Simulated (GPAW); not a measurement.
KI (Fm-3m): refractive index against wavelength

The refractive index of KI (Fm-3m) below the direct gap (3.62 eV on the mesh) is read from one computed spectrum, n = √(Re ε).

Cell: a, b, c = 4.996, 4.996, 4.996 Å (primitive vectors), 2 atoms.

Method: GPAW 26.7.0, LDA, RPA, k-mesh 10×10×10, local fields up to 80 eV, Lorentzian half width 0.2 eV.

Launch of the response step: `OMP_NUM_THREADS=1 python df.py`. The run took 2.0 min, its band step included, on 1 thread of Arm Neoverse V1, with other jobs on the host.

```
wavelength (nm)  photon energy E (eV)       n
           1550                 0.800  1.6601
           1310                 0.946  1.6629
           1064                 1.165  1.6681
            850                 1.459  1.6769
            700                 1.771  1.6892
            633                 1.959  1.6981
            532                 2.331       ?
```

In the single-oscillator model n² − 1 = E₀E_d/(E₀² − E²), so 1/(n² − 1) = E₀/E_d − E²/(E₀E_d) is linear in E².

Working, on the rows shown:

| x = E² (eV²) | y = 1/(n² − 1) |
| --- | --- |
| 0.639837 | 0.569498 |
| 0.895757 | 0.566496 |
| 1.35784 | 0.560992 |
| 2.12762 | 0.551878 |
| 3.13716 | 0.53955 |
| 3.83641 | 0.530914 |

Means: x̄ = 1.9991, ȳ = 0.55322. Σ(x − x̄)(y − ȳ) = -0.09847, Σ(x − x̄)² = 8.164. Slope = -0.09847 / 8.164 = -0.01206; intercept = ȳ − slope · x̄ = 0.57734. Turned back into n, the line misses the rows shown by at most 0.0002.

Problem. Fill in the last column of the withheld row.

Solution. At x = 5.4314 the line gives y = 0.51182, that is 1.7187. The run gave 1.7202, so the extrapolation is off by 0.0015, 3 % of the range in the table.

Refitted with all rows, the slope is -0.01228 and the intercept 0.57769. These give E₀ = √(intercept/−slope) = 6.86 eV and E_d = E₀/intercept = 11.9 eV; E₀ is 1.9 times the direct gap. The electronic limit at long wavelengths, without lattice vibrations, is n = √(1 + 1/intercept) = 1.653. Excitons are left out; LDA gaps are as a rule too small. The values come from a sum over the points of one k-mesh and carry its error, which grows as the direct gap shrinks. Spin-orbit coupling is left out.

[Logs are printed without paths, hosts, clocks, repeated set-up lines and the standing remarks that a program may print on its own settings, such as how far it seeks lower states.]
